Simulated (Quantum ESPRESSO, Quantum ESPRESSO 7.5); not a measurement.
**MoSi2N4, 1 layer, stepped through the field along the normal**

Wanted: a table for MoSi2N4, 1 layer against the field along the normal, and what can be fitted to it.

Calculated with Quantum ESPRESSO 7.5; plane-wave DFT, PBE, GBRV ultrasoft pseudopotentials (geometry by pw.x at PBE-D3(BJ), GBRV ultrasoft).

## 1. Starting point

The cell holds 7 atoms: 4 N, 2 Si and 1 Mo. Its edges and angles: a = 2.920 Å, b = 2.920 Å, c = 23.862 Å, α = 90.0°, β = 90.0°, γ = 120.0°. It derives from MoSi2N4. Vacuum lies along c.

Set-up: Cell and atoms are relaxed without a field with a D3(BJ) correction and then held. Sawtooth field with dipole correction, 17 Å of vacuum in the starting cell, Fermi-Dirac smearing of 0.002 Ry; bands along a path at each field.

Members -0.05, 0.1, -0.1, 0.2, -0.2, 0.3 and -0.3 took the same steps and show in the table alone.

## 2. Variable-cell relaxation of the reference

What the set-up leaves free in this member is relaxed.

Input file ref.relax.in:

```
&control
  prefix = 'ref.relax'
  outdir = './out'
  pseudo_dir = './pseudo'
  nstep = 80
  forc_conv_thr = 0.0004
  calculation = 'vc-relax'
  etot_conv_thr = 1e-06
/
&system
  ibrav = 0
  nat = 7
  ntyp = 3
  ecutwfc = 50
  ecutrho = 250
  vdw_corr = 'grimme-d3'
  dftd3_version = 4
  occupations = 'smearing'
  smearing = 'fd'
  degauss = 0.004
/
&electrons
  conv_thr = 1e-09
  mixing_beta = 0.4
  electron_maxstep = 120
  mixing_mode = 'plain'
/
&ions
/
&cell
  cell_dofree = '2Dxy'
  press_conv_thr = 0.3
/
ATOMIC_SPECIES
  N   14.0070  n_pbe_v1.2.uspp.F.UPF
  Si  28.0850  si_pbe_v1.uspp.F.UPF
  Mo  95.9500  mo_pbe_v1.uspp.F.UPF
CELL_PARAMETERS angstrom
  2.92000000000000 0.00000000000000 0.00000000000000
  -1.46000000000000 2.52879417905056 0.00000000000000
  0.00000000000000 0.00000000000000 23.86179061719779
ATOMIC_POSITIONS crystal
  N   0.000000000000 0.000000000000 0.356218028075
  Si  0.333333333300 0.666666666700 0.375890997668
  N   0.333333333300 0.666666666700 0.449230003448
  Mo  0.000000000000 0.000000000000 0.500000000000
  N   0.333333333300 0.666666666700 0.550769996552
  Si  0.333333333300 0.666666666700 0.624109002332
  N   0.000000000000 0.000000000000 0.643781971925
K_POINTS automatic
  12 12 1 0 0 0
```

Launch:

```
> OMP_NUM_THREADS=1 mpirun -n 4 pw.x -nk 4 -in ref.relax.in > ref.relax.out
```

Output:

```text
Program PWSCF v.7.5 starts
[citation notice left out]

     Parallel version (MPI & OpenMP), running on       4 processor cores
     Number of MPI processes:                 4
     Threads/MPI process:                     1

     MPI processes distributed on     1 nodes
[...]
Current dimensions of program PWSCF are:
     Max number of different atomic species (ntypx) = 10
     Max number of k-points (npk) =  40000
     Max angular momentum in pseudopotentials (lmaxx) =  4
     Message from routine setup:
     using ibrav=0 with symmetry is DISCOURAGED, use correct ibrav instead

     K-points division:     npool     =       4
     Subspace diagonalization in iterative solution of the eigenvalue problem:
     a serial algorithm will be used

     G-vector sticks info
     --------------------
     sticks:   dense  smooth     PW     G-vecs:    dense   smooth      PW
     Sum         517     421    121                79223    56915    9509

     Using Slab Decomposition

     bravais-lattice index     =            0
     lattice parameter (alat)  =       5.5180  a.u.
     unit-cell volume          =    1189.0386 (a.u.)^3
     number of atoms/cell      =            7
     number of atomic types    =            3
     number of electrons       =        42.00
     number of Kohn-Sham states=           25
     kinetic-energy cutoff     =      50.0000  Ry
     charge density cutoff     =     250.0000  Ry
     scf convergence threshold =      1.0E-09
     mixing beta               =       0.4000
     number of iterations used =            8  plain     mixing
     energy convergence thresh.=      1.0E-06
     force convergence thresh. =      4.0E-04
     press convergence thresh. =      3.0E-01
     Exchange-correlation= SLA  PW   PBE  PBE
                           (   1   4   3   4   0   0   0)
     nstep                     =           80

     celldm(1)=   5.518000  celldm(2)=   0.000000  celldm(3)=   0.000000
     celldm(4)=   0.000000  celldm(5)=   0.000000  celldm(6)=   0.000000

     crystal axes: (cart. coord. in units of alat)
               a(1) = (   1.000000   0.000000   0.000000 )
               a(2) = (  -0.500000   0.866025   0.000000 )
               a(3) = (   0.000000   0.000000   8.171846 )

     reciprocal axes: (cart. coord. in units 2 pi/alat)
               b(1) = (  1.000000  0.577350 -0.000000 )
               b(2) = (  0.000000  1.154701  0.000000 )
               b(3) = (  0.000000 -0.000000  0.122371 )

     PseudoPot. # 1 for N  read from file:
     ./pseudo/n_pbe_v1.2.uspp.F.UPF
     Pseudo is Ultrasoft + core correction, Zval =  5.0
     Generated by new atomic code, or converted to UPF format
     Using radial grid of  729 points,  4 beta functions with:
                l(1) =   0
                l(2) =   0
                l(3) =   1
                l(4) =   1
     Q(r) pseudized with  8 coefficients,  rinner =    0.900   0.900   0.900

     PseudoPot. # 2 for Si read from file:
     ./pseudo/si_pbe_v1.uspp.F.UPF
     Pseudo is Ultrasoft + core correction, Zval =  4.0
     Generated by new atomic code, or converted to UPF format
     Using radial grid of  899 points,  6 beta functions with:
                l(1) =   0
                l(2) =   0
                l(3) =   1
                l(4) =   1
                l(5) =   2
                l(6) =   2
     Q(r) pseudized with  8 coefficients,  rinner =    0.900   0.900   0.900
                                                       0.900   0.900

     PseudoPot. # 3 for Mo read from file:
     ./pseudo/mo_pbe_v1.uspp.F.UPF
     Pseudo is Ultrasoft + core correction, Zval = 14.0
     Generated by new atomic code, or converted to UPF format
     Using radial grid of  889 points,  6 beta functions with:
                l(1) =   0
                l(2) =   0
                l(3) =   1
                l(4) =   1
                l(5) =   2
                l(6) =   2
     Q(r) pseudized with  6 coefficients,  rinner =    1.000   1.000   1.000
                                                       1.000   1.000

     atomic species   valence    mass     pseudopotential
     N                 5.00    14.00700     N ( 1.00)
     Si                4.00    28.08500     Si( 1.00)
     Mo               14.00    95.95000     Mo( 1.00)

     12 Sym. Ops. (no inversion) found

   Cartesian axes

     site n.     atom                  positions (alat units)
         1        N      tau(   1) = (   0.0000000   0.0000000   2.9109589  )
         2        Si     tau(   2) = (  -0.0000000   0.5773503   3.0717234  )
         3        N      tau(   3) = (  -0.0000000   0.5773503   3.6710385  )
         4        Mo     tau(   4) = (   0.0000000   0.0000000   4.0859231  )
         5        N      tau(   5) = (  -0.0000000   0.5773503   4.5008076  )
         6        Si     tau(   6) = (  -0.0000000   0.5773503   5.1001227  )
         7        N      tau(   7) = (   0.0000000   0.0000000   5.2608872  )

     --------------------------------------------
     DFT-D3 Dispersion Correction (3-body terms):
     --------------------------------------------
       Reference C6 values for interpolation:

         atom   Coordination number   C6
         N          0.000            50.54
         N          0.994            44.25
         N          2.014            39.35
         N          2.990            31.16
         Si         0.000           635.71
         Si         0.951           540.53
         Si         1.944           466.25
         Si         2.941           443.01
         Si         3.868           299.55
         Mo         0.000          1691.79
         Mo         1.942          1004.01
         Mo        11.056           674.22

       Values used:

         atom   Coordination number  R0_AB[au]  C6      C8
         N          3.080            2.478     31.25    689.33
         Si         6.389            3.583    299.55  21425.58
         N          4.103            2.478     31.16    687.49
         Mo        12.385            3.547    674.22  77634.20
         N          4.103            2.478     31.16    687.49
         Si         6.389            3.583    299.55  21425.58
         N          3.080            2.478     31.25    689.33

         Molecular C6 ( Ry / a.u.^6 ) =      6767.36

     number of k points=    19  Fermi-Dirac smearing, width (Ry)=  0.0040
                       cart. coord. in units 2pi/alat
        k(    1) = (   0.0000000   0.0000000   0.0000000), wk =   0.0138889
        k(    2) = (   0.0000000   0.0962250   0.0000000), wk =   0.0833333
[...]
End of self-consistent calculation

[...]
the Fermi energy is     2.6885 ev

!    total energy              =    -239.69314519 Ry
     estimated scf accuracy    <          1.2E-10 Ry
     smearing contrib. (-TS)   =      -0.00000000 Ry
     internal energy E=F+TS    =    -239.69314519 Ry

     The total energy is F=E-TS. E is the sum of the following terms:
     one-electron contribution =   -2960.35765186 Ry
     hartree contribution      =    1489.15272795 Ry
     xc contribution           =     -50.23247708 Ry
     ewald contribution        =    1281.87465285 Ry
     DFT-D3 Dispersion         =      -0.13039705 Ry

     convergence has been achieved in   9 iterations

     negative rho (up, down):  1.998E-03 0.000E+00

     Forces acting on atoms (cartesian axes, Ry/au):

     atom    1 type  1   force =     0.00000000    0.00000000   -0.01129014
     atom    2 type  2   force =     0.00000000    0.00000000   -0.01676205
     atom    3 type  1   force =    -0.00000000   -0.00000000    0.00301082
     atom    4 type  3   force =     0.00000000    0.00000000    0.00000000
     atom    5 type  1   force =    -0.00000000   -0.00000000   -0.00301082
     atom    6 type  2   force =     0.00000000    0.00000000    0.01676205
     atom    7 type  1   force =     0.00000000    0.00000000    0.01129014

     Total force =     0.028896     Total SCF correction =     0.000021

     Computing stress (Cartesian axis) and pressure

     negative rho (up, down):  1.998E-03 0.000E+00
          total   stress  (Ry/bohr**3)                   (kbar)     P=       11.54
  -0.00001670  -0.00000000   0.00000000           -2.46       -0.00        0.00
  -0.00000000  -0.00001670  -0.00000000           -0.00       -2.46       -0.00
   0.00000000   0.00000000   0.00026866            0.00        0.00       39.52

     Energy error            =      1.9E-03 Ry
     Gradient error          =      1.7E-02 Ry/Bohr
     Cell gradient error     =      2.5E+00 kbar

     number of scf cycles    =   3
     number of bfgs steps    =   2

     enthalpy           old  =    -239.6912555790 Ry
     enthalpy           new  =    -239.6931451923 Ry

     CASE: enthalpy          _new < enthalpy          _old

     new trust radius        =       0.0480377164 bohr
     new conv_thr            =       0.0000000004 Ry

     new unit-cell volume =   1159.15440 a.u.^3 (   171.76896 Ang^3 )
     density =      2.01223 g/cm^3

CELL_PARAMETERS (angstrom)
   2.883072164  -0.000000000   0.000000000
  -1.441536082   2.496813735   0.000000000
   0.000000000   0.000000000  23.861790617

ATOMIC_POSITIONS (crystal)
N                0.0000000000        0.0000000000        0.3538345581
Si               0.3333333333        0.6666666667        0.3754617108
N                0.3333333333        0.6666666667        0.4482324820
Mo               0.0000000000        0.0000000000        0.5000000000
N                0.3333333333        0.6666666667        0.5517675180
Si               0.3333333333        0.6666666667        0.6245382892
N               -0.0000000000        0.0000000000        0.6461654419

[...]
NEW-OLD atomic charge density approx. for the potential
     New effective cutoffs (rho, wfc):  256.31   51.26

     negative rho (up, down):  1.938E-03 0.000E+00

     total cpu time spent up to now is       72.0 secs

     per-process dynamical memory:    95.0 Mb

[...]
!    total energy              =    -239.69452768 Ry
[...]
Total force =     0.018793     Total SCF correction =     0.000037
[...]
number of bfgs steps    =   3
[...]
new trust radius        =       0.0386694329 bohr
[...]
!    total energy              =    -239.69532118 Ry
[...]
Total force =     0.011489     Total SCF correction =     0.000012
[...]
number of bfgs steps    =   4
[...]
new trust radius        =       0.0366769654 bohr
[...]
!    total energy              =    -239.69586194 Ry
[...]
Total force =     0.003730     Total SCF correction =     0.000011
[...]
number of bfgs steps    =   5
[...]
new trust radius        =       0.0070602626 bohr
[...]
!    total energy              =    -239.69591626 Ry
[...]
Total force =     0.001157     Total SCF correction =     0.000024
[...]
number of bfgs steps    =   6
[...]
new trust radius        =       0.0018776945 bohr
[...]
!    total energy              =    -239.69591900 Ry
[...]
Total force =     0.000187     Total SCF correction =     0.000002
[...]
number of bfgs steps    =   7
[...]
new trust radius        =       0.0004165321 bohr
[...]
Self-consistent Calculation

     iteration #  1     ecut=    50.00 Ry     beta= 0.40
     Davidson diagonalization with overlap
     ethr =  1.00E-06,  avg # of iterations =  2.0

     Threshold (ethr) on eigenvalues was too large:
     Diagonalizing with lowered threshold

     Davidson diagonalization with overlap
     ethr =  1.61E-10,  avg # of iterations =  4.0

     negative rho (up, down):  1.929E-03 0.000E+00

     total cpu time spent up to now is      180.2 secs

     total energy              =    -239.69591903 Ry
     estimated scf accuracy    <       0.00000007 Ry

[...]
iteration #  7     ecut=    50.00 Ry     beta= 0.40
[...]
negative rho (up, down):  1.928E-03 0.000E+00

[...]
End of self-consistent calculation

          k = 0.0000 0.0000 0.0000 (  7145 PWs)   bands (ev):

   -59.4884 -33.5891 -33.1722 -33.1722 -17.0190 -16.9289 -14.2218 -12.8841
    -6.7860  -4.1674  -2.2176  -2.2176  -2.1599  -1.9759  -1.9759  -1.8363
    -1.8363  -0.5784  -0.5784  -0.5110   1.7335   4.7129   4.7129   5.0035
     5.0035

          k = 0.0000 0.0973 0.0000 (  7101 PWs)   bands (ev):

   -59.4799 -33.5755 -33.2403 -33.1868 -16.9028 -16.8173 -14.1215 -12.8719
    -6.6693  -4.1967  -2.6637  -2.5239  -2.2140  -2.1946  -2.1015  -1.9839
    -1.8153  -0.8472  -0.7228  -0.2797   1.6514   4.5387   4.6849   4.8975
     5.1973

          k = 0.0000 0.1946 0.0000 (  7067 PWs)   bands (ev):

   -59.4565 -33.5380 -33.4234 -33.2264 -16.5631 -16.4907 -13.8498 -12.8441
    -6.3943  -4.3276  -3.7619  -3.7023  -2.7218  -2.4233  -2.4205  -1.7419
    -1.5145  -1.0983  -1.0761  -0.3177   1.2768   4.4371   4.6276   4.9236
     5.6672

          k = 0.0000 0.2920 0.0000 (  7097 PWs)   bands (ev):

   -59.4245 -33.6667 -33.4863 -33.2801 -16.0299 -15.9768 -13.4886 -12.8251
    -6.2859  -5.3207  -4.9332  -4.2384  -3.1504  -2.8093  -2.7637  -1.4898
    -1.4495  -1.3765  -1.0059  -0.5280   0.8160   4.4558   4.6205   5.1432
     6.1969

          k = 0.0000 0.3893 0.0000 (  7109 PWs)   bands (ev):

   -59.3922 -33.9029 -33.4342 -33.3332 -15.3682 -15.3376 -13.1593 -12.8505
    -7.0132  -6.6549  -5.2989  -4.3251  -3.4883  -3.1565  -3.0810  -1.8495
    -1.7229  -1.1786  -0.6350  -0.4971   0.6731   4.4521   4.7454   5.1559
     6.1107

          k = 0.0000 0.4866 0.0000 (  7098 PWs)   bands (ev):

   -59.3684 -34.0715 -33.3956 -33.3717 -14.7237 -14.7110 -12.9885 -12.9485
    -7.9117  -7.6574  -5.1888  -4.3609  -3.9243  -3.3896  -3.2971  -2.0879
    -2.0085  -0.8234  -0.6378  -0.1471   0.7618   4.3732   4.8438   4.9695
     5.7134

[...]
the Fermi energy is     2.7413 ev

!    total energy              =    -239.69591905 Ry
     estimated scf accuracy    <          3.8E-12 Ry
     smearing contrib. (-TS)   =      -0.00000000 Ry
     internal energy E=F+TS    =    -239.69591905 Ry

     The total energy is F=E-TS. E is the sum of
```

Wall time 3.8 min (4 MPI ranks of Arm Neoverse V1, shared host); peak memory 0.74 GiB; 15 min of CPU time.

Step by step:

```tsv
step	energy less that of the first step (eV)	largest force (eV/Å)	volume (Å³)
1	0.0000	0.6925	176.20
2	-0.0361	0.4041	175.05
3	-0.0618	0.4310	173.29
4	-0.0806	0.2760	171.77
5	-0.0914	0.1443	171.42
6	-0.0988	0.0667	171.78
7	-0.0995	0.0188	172.14
8	-0.0996	0.0026	172.23
9	-0.0996	0.0003	172.24
10	-0.0977	0.0003	172.24
```

```tsv
cell as run	before	after	change
a (Å)	2.920	2.887	-1.1 %
b (Å)	2.920	2.887	-1.1 %
```

The atoms that moved most (Å, along periodic axes as changes of fractional coordinates times the final cell, across vacuum about the mean position):

```tsv
atom	dx	dy	dz	length
N1	0.000	0.000	-0.097	0.097
N7	0.000	0.000	0.097	0.097
Si6	0.000	0.000	0.043	0.043
Si2	0.000	0.000	-0.043	0.043
N5	0.000	0.000	0.041	0.041
N3	0.000	0.000	-0.041	0.041
```

 The last row is no step: it is a fresh SCF in the final cell with a new plane-wave basis, +2 meV from the row before.

This step gave:

| Property | Result |
| --- | --- |
| free energy | -3261.2272 eV |
| Fermi energy | 2.741 eV |

(Part 1 of 4 ends here.)

[Logs are printed without paths, hosts, clocks, repeated set-up lines and the standing remarks that a program may print on its own settings, such as how far it seeks lower states.]

[Hosts, paths, dates, database ids (printed as entryN), source tags and the programs' standing remarks are cut or masked in the printed files.]

[Maps of the electrostatic potential energy from Ansatz leave out the sawtooth potential of an applied field or a dipole correction, so their vacuum need not be flat; planar profiles and work functions include it.]
